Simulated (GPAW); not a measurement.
# Molecules between Ir chains: backbone and anchor

Which features of a molecule set its conductance between two Ir chains?

Set-up. GPAW 26.7.0 in a basis of numerical atomic orbitals with PAW setups; lead and junction are solved self-consistently in repeated cells 9 Å or more across, their Hamiltonian and overlap matrices go into Green's functions with semi-infinite leads (ASE), and T is the Landauer transmission at zero bias, at the junction cell's Fermi level, for one spin or as the mean of both where a run is spin-polarised. Basis dzp, PBE. The structures were built from estimated bond lengths and not relaxed.

The runs side by side:

```tsv
molecule	junction	T	conductance (G₀)	at (K)	thermopower (μV/K)
hydroquinonedithiol	not flat	0.999	0.948	500	-
bithiophene-5,5'-dithiol	flat	0.983	0.946	200	-
azulenedithiol	flat	0.967	0.916	300	-
methylbenzenedithiol	not flat	0.944	0.905	500	-
fluorene-2,7-dithiol	not flat	0.646	0.673	200	-
biphenyl-4,4'-dithiol	not flat	0.308	0.268	500	-
naphthalene-1,5-dithiol	not flat	0.273	0.27	300	-
stilbene-4,4'-dithiol	not flat	0.272	0.26	300	-
benzene-1,3-dithiol	not flat	0.149	0.157	300	-
cyclohexane-1,4-dithiol	not flat	0.144	0.145	77	-
benzene-1,4-diamine	not flat	0.0841	0.084	300	-
naphthalene-2,7-dithiol	not flat	0.0109	0.0124	500	-
tolane-4,4'-dithiol	not flat	0.00643	0.0074	300	-
```

**Reading.** T at the Fermi level spans 0.999 (hydroquinonedithiol) to 0.00643 (tolane-4,4'-dithiol). The value for cyclohexane-1,4-dithiol is unusually high for a saturated backbone; a level of the anchor near the Fermi level or a short path between the contacts is a likelier cause than the backbone.

What the numbers leave out: Semilocal functionals put molecular levels too near the Fermi level, which raises T wherever those levels couple to the lead. An evenly spaced straight chain is an idealisation of an electrode: free chains dimerise or zigzag, and their density of states has sharper edges than a bulk metal's. Once the lead is aligned to the junction's end layer, its own Fermi level lies within 0.03 eV of the zero used here in the dzp runs. In molecules of two rings the angle between them, which can shut the π path, isn't listed. The order also hangs on where resonances happen to fall and on how π levels meet the chain's few channels, so it isn't intrinsic to the molecules. No run was spin-polarised, so magnetic states weren't tested. Spin-orbit coupling is left out, which matters for the heavier atoms here. A dash stands where a band edge or a sharp feature lies too near the Fermi level for the energy step. Junctions whose dzp lead is shut at the Fermi level or whose end layer misses the lead by over 0.25 eV were left out, as were kinked alkane chains and, where atoms were relaxed, moves over 2 Å. Flat: chains and heavy atoms share one plane.

[Logs are printed without paths, hosts, clocks, repeated set-up lines and the standing remarks that a program may print on its own settings, such as how far it seeks lower states.]
